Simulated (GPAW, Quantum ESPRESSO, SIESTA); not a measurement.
# Birch–Murnaghan line for fcc Pt, QE, PBE

Calculated with Quantum ESPRESSO 7.5: PBE; plane waves, GBRV 1.5 ultrasoft, 45/270 Ry; k-mesh 13×13×13. The volume is changed in steps from typed lattice constants. V0 = 15.597 Å³ an atom is where a Birch–Murnaghan fit to this level's pressures, the withheld one apart, crosses zero; rows within 2.5 % of V0 are left out, since F is ill-conditioned there. The typed cell is scaled evenly, with no relaxation, and each row is a single point.

| volume (Å³/atom) | pressure (GPa) |
| --- | --- |
| 14.391 | 25.03 |
| 14.704 | 17.31 |
| 15.017 | 10.51 |
| 16.268 | -9.377 |
| 16.581 | -12.92 |
| 16.894 | ? |

Task: Fit the third-order Birch–Murnaghan equation to the rows given and extrapolate to the withheld row.

Worked fit:

Take the Eulerian strain f = ½[(V0/V)^(2/3) − 1] and the normalised pressure F = P / [3f(1 + 2f)^(5/2)]. The third-order Birch–Murnaghan equation is then the line F = B0 + (3/2)B0(B′ − 4) f, so u = f and v = F.

| u = f | v = F (GPa) |
| --- | --- |
| 0.0275578 | 264.755 |
| 0.0200444 | 260.920 |
| 0.0127928 | 257.090 |
| -0.0138452 | 242.177 |
| -0.0199827 | 238.655 |

With n = 5: mean u = 0.00531343, mean v = 252.719, Σ(u − ū)² = 0.0017747, Σ(u − ū)(v − v̄) = 0.97898. Slope b = 0.97898 / 0.0017747 = 551.63; intercept a = v̄ − b ū = 249.79.

So B0 = 249.8 GPa and B′ = 4 + 2b/(3a) = 5.47. At the withheld volume f = -0.02593, F = 235.5 GPa, and P = 3f(1 + 2f)^(5/2) F.

Prediction at 16.894: -16.03 GPa. The run gave -16 GPa, so the fit is low by 0.035 GPa (0.22 % of the value).

A fit to this level's energies over the whole scan gives V0 = 15.629 Å³, B0 = 247.9 GPa and B′ = 5.50. Among the rows given, the largest miss of the fit is at 14.391, by 0.022 GPa (0.054 % of the range of the table).

Limits: The nuclei are static. The DFT runs use Fermi–Dirac occupations of width 0.1 eV, and energies are free energies.

[Hosts, paths, dates, database ids (printed as entryN), source tags and the programs' standing remarks are cut or masked in the printed files.]
